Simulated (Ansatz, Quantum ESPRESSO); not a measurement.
# NbB2 (P6/mmm): zone-centre phonons

Which modes does NbB2 (P6/mmm) have at the zone centre?

Main program and level: Quantum ESPRESSO 7.5; DFT LDA, scalar-relativistic, plane waves, PseudoDojo norm-conserving pseudopotentials.

Most raw output is cut from this account.

The database entry behind the starting cell differs from later determinations by our own check (an axis about 1.2 % long against later determinations), so it need not match the best structure at ambient conditions.

## (1) The starting structure

The structure is hexagonal, space group P6/mmm (No. 191). The conventional cell has a = 3.086 Å, b = 3.086 Å, c = 3.306 Å, α = 90.00°, β = 90.00°, γ = 120.00°. Nearest to Nb lie 12 B at 2.43 Å. Nearest to B lie 3 B at 1.78 Å and 6 Nb at 2.43 Å. Farther neighbours are not listed.

## (2) A first look

Before anything dear is run, a loose run with smearing shows whether this is a metal and how far the cell is from rest.

File probe.in:

```
&control
   calculation = 'scf'
   prefix = 'x'
   outdir = './tmp'
   pseudo_dir = './pseudo'
   tprnfor = .true.
   tstress = .true.
   verbosity = 'high'
/
&system
   ibrav = 4
   celldm(1) = 5.83169482
   celldm(3) = 1.0712897
   nat = 3
   ntyp = 2
   ecutwfc = 82.0
   occupations = 'smearing'
   smearing = 'gaussian'
   degauss = 0.01
/
&electrons
   conv_thr = 1.0d-07
   mixing_beta = 0.7
   electron_maxstep = 100
/
ATOMIC_SPECIES
 Nb     92.9064  Nb.upf
 B      10.8100  B.upf
ATOMIC_POSITIONS crystal
 Nb     0.000000000   0.000000000   0.000000000
 B      0.333333330   0.666666670   0.500000000
 B      0.666666670   0.333333330   0.500000000
K_POINTS automatic
 6 6 6 0 0 0
```

The run is started by

```console
$ OMP_NUM_THREADS=1 mpirun -n 8 pw.x -nk 8 -in probe.in > probe.out
```

Run time: 5.2 s. Hardware: 8 MPI ranks of Intel Xeon at 2.70GHz, shared host.

This step gave:

- volume per atom: 9.089 Å³
- pressure: -4.533 GPa
- gap on the k-mesh: 0 eV

No gap opens on this mesh, so smearing is kept; the start stands at -4.5 GPa.

## (3) Relaxing the cell and atoms

Frequencies change by per cents with a per cent of volume, so the structure is first brought to rest at this level of theory.

File relax.in:

```
&control
   calculation = 'vc-relax'
   prefix = 'x'
   outdir = './tmp'
   pseudo_dir = './pseudo'
   tprnfor = .true.
   tstress = .true.
   forc_conv_thr = 2.0d-05
   etot_conv_thr = 1.0d-07
   nstep = 40
/
&system
   ibrav = 4
   celldm(1) = 5.83169482
   celldm(3) = 1.0712897
   nat = 3
   ntyp = 2
   ecutwfc = 82.0
   occupations = 'smearing'
   smearing = 'mv'
   degauss = 0.02
/
&electrons
   conv_thr = 1.0d-11
   mixing_beta = 0.7
   electron_maxstep = 100
/
&ions
/
&cell
   press_conv_thr = 0.2
/
ATOMIC_SPECIES
 Nb     92.9064  Nb.upf
 B      10.8100  B.upf
ATOMIC_POSITIONS crystal
 Nb     0.000000000   0.000000000   0.000000000
 B      0.333333330   0.666666670   0.500000000
 B      0.666666670   0.333333330   0.500000000
K_POINTS automatic
 15 15 12 0 0 0
```

The run is started by

```console
$ OMP_NUM_THREADS=1 mpirun -n 8 pw.x -nk 8 -in relax.in > relax.out
```

The job ended after 1.8 min (8 MPI ranks; 14 min of CPU time).

Relaxation path:

```tsv
step	energy less that of the first step (eV)	largest force (eV/Å)	pressure (GPa)	volume (Å³)
1	0.0000	0.0000	-4.76	27.27
2	-0.0047	0.0000	2.76	26.61
3	-0.0068	0.0000	-0.03	26.84
4	-0.0068	0.0000	-0.03	26.84
5	-0.0068	0.0000	0.00	26.84
6	-0.0068	0.0000	0.00	26.84
7	-0.0067	0.0000	-0.02	26.84
```

```tsv
conventional cell, symmetrised	before	after	change
a (Å)	3.086	3.075	-0.4 %
b (Å)	3.086	3.075	-0.4 %
c (Å)	3.306	3.277	-0.9 %
volume (Å³/atom)	9.09	8.95	-1.6 %
```

Final coordinates:

```cif
data_structure
_symmetry_space_group_name_H-M 'P 1'
_symmetry_Int_Tables_number 1
_cell_length_a 3.0752
_cell_length_b 3.0752
_cell_length_c 3.2767
_cell_angle_alpha 90.000
_cell_angle_beta 90.000
_cell_angle_gamma 120.000
_cell_volume 26.84
loop_
_atom_site_label
_atom_site_type_symbol
_atom_site_fract_x
_atom_site_fract_y
_atom_site_fract_z
_atom_site_occupancy
Nb1 Nb 0.00000 0.00000 0.00000 1
B2 B 0.33333 0.66667 0.50000 1
B3 B 0.66667 0.33333 0.50000 1
```

The last row of the table of steps is pw.x's closing run on a basis chosen anew for the final cell, so its energy can jump.

This step gave:

| Quantity | Value |
| --- | --- |
| volume per atom | 8.945 Å³ |
| pressure | -0.016 GPa |

The volume changes by -1.6 % from the cell with which this run began.

## (4) Ground state

The response is built on this ground state, so it is converged far tighter than an energy would need. Smearing stays on, as the first look found no gap above 0.3 eV.

File scf.in:

```
&control
   calculation = 'scf'
   prefix = 'x'
   outdir = './tmp'
   pseudo_dir = './pseudo'
   tprnfor = .true.
   tstress = .true.
/
&system
   ibrav = 4
   celldm(1) = 5.81122785
   celldm(3) = 1.06554174
   nat = 3
   ntyp = 2
   ecutwfc = 82.0
   occupations = 'smearing'
   smearing = 'mv'
   degauss = 0.02
/
&electrons
   conv_thr = 1.0d-12
   mixing_beta = 0.7
   electron_maxstep = 100
/
ATOMIC_SPECIES
 Nb     92.9064  Nb.upf
 B      10.8100  B.upf
ATOMIC_POSITIONS crystal
 Nb     0.000000000   0.000000000   0.000000000
 B      0.333333333   0.666666667   0.500000000
 B      0.666666667   0.333333333   0.500000000
K_POINTS automatic
 15 15 12 0 0 0
```

The run is started by

```console
$ OMP_NUM_THREADS=1 mpirun -n 8 pw.x -nk 8 -in scf.in > scf.out
```

It took 19 s on 8 MPI ranks; 2.5 min of CPU time.

Numbers from this step:

* pressure: -0.01667 GPa

The cell stands at -0.017 GPa, close enough for phonons.

## (5) Zone-centre response

At q = 0 one unit cell holds all displacements; symmetry groups them into irreducible representations that are solved one by one. With smeared occupations no response to a homogeneous field can be asked.

File ph.in:

```
phonons
&inputph
   prefix = 'x'
   outdir = './tmp'
   fildyn = 'g.dyn'
   tr2_ph = 1.0d-18
   alpha_mix(1) = 0.4
   nmix_ph = 8
/
0.000000000000 0.000000000000 0.000000000000
```

The run is started by

```console
$ OMP_NUM_THREADS=1 mpirun -n 8 ph.x -nk 8 -in ph.in > ph.out
```

Elapsed: 5.8 min, on 8 MPI ranks; 46 min of CPU time.

Numbers from this step:

```
largest acoustic frequency at the zone centre before the sum rule : -0.95 cm⁻¹
highest optical zone-centre mode (no LO-TO term)                  : 811.2 cm⁻¹
lowest optical zone-centre mode                                   : 433.6 cm⁻¹
```

The acoustic modes at Γ come out as far as 0.9 cm⁻¹ from zero, where they should vanish, a small numerical error.

## (6) Zone-centre analysis

A rigid shift of the crystal must cost nothing, but grids and finite bases break this; the acoustic sum rule is imposed before the matrix is diagonalised again.

File dynmat.in:

```
&input
   fildyn = 'g.dyn'
   asr = 'crystal'
   fileig = 'dynmat.eig'
/
```

The run is started by

```console
$ dynmat.x -in dynmat.in > dynmat.out
```

It took 0.72 s on 1 thread.

Read from the output:

- lowest optical zone-centre mode: 433.5 cm⁻¹

Unit eigenvectors of the mass-weighted matrix after the sum rule; no LO-TO term. Modes at Γ, with each element's share of the kinetic energy:

```tsv
mode	frequency (cm⁻¹)	symmetry	Nb %	B %
1	0.0	acoustic	81	19
2	0.0	acoustic	81	19
3	0.0	acoustic	81	19
4	433.5	E1u	19	81
5	433.5	E1u	19	81
6	494.8	A2u	19	81
7	561.5	B1g	0	100
8	811.2	E2g	0	100
9	811.2	E2g	0	100
```

Displacements in mode 5 (433.5 cm⁻¹), the largest set to 1:
```
Nb1  0.02 -0.23  0.00
B2  -0.07  1.00  0.00
B3  -0.07  1.00  0.00
```

Displacements in mode 8 (811.2 cm⁻¹), the largest set to 1:
```
Nb1  0.00  0.00  0.00
B2  -0.22  1.00  0.00
B3   0.22 -1.00  0.00
```

The rule moves no optical mode by more than 0.1 cm⁻¹.

## (7) Sum rules set otherwise: a sum rule for molecules or wires on a crystal

This rule also removes rotations, which suits wires and not a crystal; it is tried to see the harm.

File dynmat.in:

```
&input
   fildyn = 'g.dyn'
   asr = 'one-dim'
   fileig = 'dynmat.eig'
/
```

The run is started by

```console
$ dynmat.x -in dynmat.in > dynmat.out
```

It took 0.69 s on 1 thread.

The run ended normally, but on settings that are not sound.

The fault: a sum rule for molecules or wires on a crystal; 1 optical mode is projected out to zero frequency, as if it were a rotation.

For a crystal the rule has to be 'simple' or 'crystal'.

Zone-centre frequencies as printed; negative means imaginary. Modes:

```tsv
mode	frequency (cm⁻¹)
1	0
2	0
3	0
4	0
5	433.5
6	494.8
7	561.5
8	627.2
9	811.2
```

## (8) Sum rules set otherwise (asr simple)

The rule can be imposed in more than one way; the choices should agree where the raw error is small.

File dynmat.in:

```
&input
   fildyn = 'g.dyn'
   asr = 'simple'
   fileig = 'dynmat.eig'
/
```

The run is started by

```console
$ dynmat.x -in dynmat.in > dynmat.out
```

Wall time 0.73 s (1 thread).

This step gave:

```yaml
lowest_optical_zone_centre_mode: 433.6 cm⁻¹
```

Zone-centre frequencies as printed; negative means imaginary. Modes:

```tsv
mode	frequency (cm⁻¹)
1	0
2	0
3	0
4	433.6
5	433.6
6	494.8
7	561.5
8	811.2
9	811.2
```

Against the first rule no mode moves by more than 0.1 cm⁻¹.

## (9) The same in Ansatz

A second program on the same cell, potentials, cutoff and meshes tests the implementation of the phonon response, not its convergence. Its k mesh is centred on Γ.

This step: DFT LDA, scalar-relativistic, plane waves, PseudoDojo norm-conserving pseudopotentials (Ansatz 0.2.0).

File input.yaml:

```yaml
crystal:
  lattice:
    - [3.0751693477, 0.0, 0.0]
    - [-1.5375846746, 2.6631747756, 0.0]
    - [0.0, 0.0, 3.2767212864]
  atoms:
    - { symbol: Nb, position: [0.0, 0.0, 0.0] }
    - { symbol: B, position: [0.3333333333, 0.6666666667, 0.5] }
    - { symbol: B, position: [0.6666666667, 0.3333333333, 0.5] }
kpoints:
  mp_grid: { grid: [15, 15, 12] }
hamiltonian:
  xc: lda
  pseudopotentials: { kind: nc, accuracy: standard }
scf:
  occupations: { method: cold, width: 0.27211 }
output:
  eigenvalues: true
basis:
  ecutwfc: 1115.667
phonons:
  method: dfpt
```

The run is started by

```console
$ ansatz run input.yaml --threads 8 --pin off --max-ram 16384MiB --backend cpu --events-out ev --progress --plain --runs-dir out
```

Run time: 42 s. Hardware: 8 threads; peak memory 1.8 GiB.

Numbers from this step:

```yaml
sum_rule_residual_before_enforcement: 1.57e-4 eV/Å²
```

## (10) Side by side: QE PseudoDojo and Ansatz, PseudoDojo

Numbers from this step:

```
root-mean-square difference : 0.01 cm⁻¹
largest difference          : 0.01 cm⁻¹
```

Frequencies side by side, by row:

```tsv
q (reciprocal lattice)	mode	QE PseudoDojo (cm⁻¹)	Ansatz, PseudoDojo (cm⁻¹)
0 0 0	1	0	0
0 0 0	2	0	0
0 0 0	3	0	0
0 0 0	4	433.5	433.6
0 0 0	5	433.5	433.6
0 0 0	6	494.8	494.7
0 0 0	7	561.5	561.5
0 0 0	8	811.2	811.2
0 0 0	9	811.2	811.2
```

At the zone centre the largest difference (acoustic modes at Γ apart) is 0.001 % of the highest mode.

## (11) Cross-check with Ansatz

The same cell goes through another code, with its own cutoff. It uses its own PAW datasets, so the potentials differ. Its k mesh is centred on Γ.

This step: DFT LDA, scalar-relativistic, plane waves, PAW (Ansatz 0.2.0).

input.yaml: that of step 9 with these lines changed.

```diff
@@ -13,3 +13,2 @@
   xc: lda
-  pseudopotentials: { kind: nc, accuracy: standard }
 scf:
@@ -18,4 +17,2 @@
   eigenvalues: true
-basis:
-  ecutwfc: 1115.667
 phonons:
```

Run time: 22 s. Hardware: 8 threads; peak memory 0.85 GiB.

Numbers from this step:

* sum-rule residual before enforcement: 7.50e-5 eV/Å²
* highest optical zone-centre mode (no LO-TO term): 809.5 cm⁻¹
* lowest optical zone-centre mode: 432.9 cm⁻¹

## (12) Side by side: QE PseudoDojo and Ansatz, PAW

Worked out from the results:

```
root-mean-square difference : 1.39 cm⁻¹
largest difference          : 1.93 cm⁻¹
```

Frequencies side by side, by row:

```tsv
q (reciprocal lattice)	mode	QE PseudoDojo (cm⁻¹)	Ansatz, PAW (cm⁻¹)
0 0 0	1	0	0
0 0 0	2	0	0
0 0 0	3	0	0
0 0 0	4	433.5	432.9
0 0 0	5	433.5	432.9
0 0 0	6	494.8	492.8
0 0 0	7	561.5	560.3
0 0 0	8	811.2	809.5
0 0 0	9	811.2	809.5
```

At the zone centre the largest difference (acoustic modes at Γ apart) is 0.2 % of the highest mode.

## (13) Results

| Quantity | Value |
| --- | --- |
| space group after relaxation | P6/mmm |
| volume per atom | 8.95 Å³ |
| highest optical zone-centre mode (no LO-TO term) | 811.2 cm⁻¹ |
| lowest optical zone-centre mode | 433.5 cm⁻¹ |
| imaginary optical modes at the zone centre (no q mesh in this session) | none |
| largest difference from Ansatz, PseudoDojo | 0.01 cm⁻¹ |

What this shows: At the LDA level the optical modes of NbB2 (P6/mmm) at the zone centre run from 434 to 811 cm⁻¹. Of the 6 optical modes, 3 are infrared active alone, 1 is silent and 2 are Raman active alone; inversion symmetry keeps the two sets apart. QE PseudoDojo and Ansatz, PseudoDojo agree to 0.01 cm⁻¹ (0.001 % of the highest mode compared) on all solved modes but the acoustic ones at Γ, without the LO-TO term. QE PseudoDojo and Ansatz, PAW differ by 1.4 cm⁻¹ in the root mean square and by 1.9 cm⁻¹ at most, 0.2 % of the highest mode compared (acoustic modes at Γ left out). These are harmonic frequencies at zero temperature: anharmonic shifts and linewidths and thermal expansion are left out. In a metal the frequencies hang on the k mesh and the smearing, most of all near Kohn anomalies. The runs are without spin polarisation, although the cell has an odd electron count or an open d or f shell, so a magnetic state was not tested.

[Host names and launcher messages were left out of these logs when they were recorded.]

[Logs are printed without paths, hosts, clocks, repeated set-up lines and the standing remarks that a program may print on its own settings, such as how far it seeks lower states.]

[Hosts, paths, dates, database ids (printed as entryN), source tags and the programs' standing remarks are cut or masked in the printed files.]
